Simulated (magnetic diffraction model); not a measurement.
**Solving a magnetic structure from powder neutron data: HoSiSn₂**

Space group Amm2 (no. 38), a = 4.2770 Å, b = 4.2800 Å, c = 21.6650 Å.

| site | atom | x | y | z |
| --- | --- | --- | --- | --- |
| 2a | Ho | 0 | 1/2 | 0.2860 |
| 2b | Ho | 1/2 | 1/2 | 0.0201 |
| 2a | Sn | 0 | 1/2 | 0.1327 |
| 2a | Sn | 0 | 0 | 0.0228 |
| 2b | Sn | 1/2 | 0 | 0.1344 |
| 2b | Sn | 1/2 | 1/2 | 0.3997 |
| 2a | Si | 0 | 0 | 0.3984 |
| 2b | Si | 1/2 | 0 | 0.2736 |

The compound is invented for this exercise: a known structure type with other elements, its cell scaled to their sizes and not relaxed.

Only Ho is taken to order (form factors of Ho3+); orders and moment sizes are assumed, and not adapted to the symmetry. Radiation: neutrons of λ = 2.41 Å, 5° to 50°; isotropic B of 0.41 Å² (Ho), 0.45 Å² (Sn) and 0.72 Å² (Si). The intensities are simulated: I ∝ L Σ (|F_N|² + |F_M⊥|²) for unpolarised neutrons, with F_M = 2.695 fm/μB × Σ f(s) S exp(2πi Q·r) exp(−B s²) at Q = H ± k (one set where k and −k are equivalent), only the part normal to Q counting and L = 1/(sin²θ cos θ). For collinear order S is the moment m, which repeats by lattice and centring translations R with the sign exp(−2πi k·R). Form factors are spin-only for 3d ions and dipole or tabulated for f ions, scattering lengths are Sears's of 1992, and absorption is left out. A label names one of the reflections at its angle. The strongest nuclear line in the range is 100, and lines under 0.2 are left out.

Above the ordering temperature:

| 2θ (°) | index | I |
| --- | --- | --- |
| 12.77 | (0 0 2) | 37.6 |
| 25.71 | (0 0 4) | 24.1 |
| 33.35 | (0 1 1) | 14.4 |
| 35.26 | (1 0 2) | 15.8 |
| 38.21 | (0 1 3) | 14.0 |
| 38.99 | (0 0 6) | 8.5 |
| 42.08 | (1 0 4) | 9.9 |
| 46.62 | (0 1 5) | 0.8 |
| 47.43 | (1 1 1) | 100.0 |

Below it (cell unchanged):

| 2θ (°) | I |
| --- | --- |
| 12.77 | 191.1 |
| 25.71 | 25.6 |
| 32.73 | 579.0 |
| 33.35 | 627.2 |
| 35.26 | 24.4 |
| 38.21 | 243.4 |
| 38.99 | 22.7 |
| 42.08 | 422.3 |
| 46.62 | 220.9 |
| 47.43 | 574.2 |

**Question.** Find the propagation vector, then choose among these models:
A. collinear moments along [101], 9 μB on Ho; signs + at (0, 1/2, 0.2860), + at (1/2, 1/2, 0.0201)
B. collinear moments along [101], 9 μB on Ho; signs + at (0, 1/2, 0.2860), − at (1/2, 1/2, 0.0201)
C. collinear moments along [110], 9 μB on Ho; signs + at (0, 1/2, 0.2860), − at (1/2, 1/2, 0.0201)
D. collinear moments along [110], 9 μB on Ho; signs + at (0, 1/2, 0.2860), + at (1/2, 1/2, 0.0201)

No line moves, and magnetic intensity falls on nuclear lines such as the one at 33.35°; new lines at (1 0 0) have whole indices that obey the lattice centring, at places with no nuclear intensity to speak of, so the magnetic cell equals the chemical primitive cell: k = 0.

Magnetic intensity, observed (below minus above) and for each model:

| 2θ (°) | index | observed | A | B | C | D |
| --- | --- | --- | --- | --- | --- | --- |
| 12.77 | (0 0 2) | 153.5 | 1.5 | 153.5 | 4091.0 | 41.1 |
| 25.71 | (0 0 4) | 1.5 | 35.8 | 1.5 | 39.2 | 954.8 |
| 32.73 | (1 0 0) | 579.0 | <0.2 | 579.0 | 301.0 | <0.2 |
| 33.35 | (0 1 1) | 612.8 | 501.6 | 612.8 | 329.6 | 269.8 |
| 35.26 | (1 0 2) | 8.6 | 853.0 | 8.6 | 5.8 | 578.0 |
| 38.99 | (0 0 6) | 14.2 | 1.4 | 14.2 | 379.5 | 36.2 |
| 42.08 | (1 0 4) | 412.4 | 16.9 | 412.4 | 470.1 | 19.3 |
| 47.43 | (1 1 1) | 474.2 | 579.3 | 474.2 | 250.9 | 306.5 |

Model B matches.

The structure used: k = (0 0 0), collinear moments along [101], 9 μB on Ho; signs + at (0, 1/2, 0.2860), − at (1/2, 1/2, 0.0201).
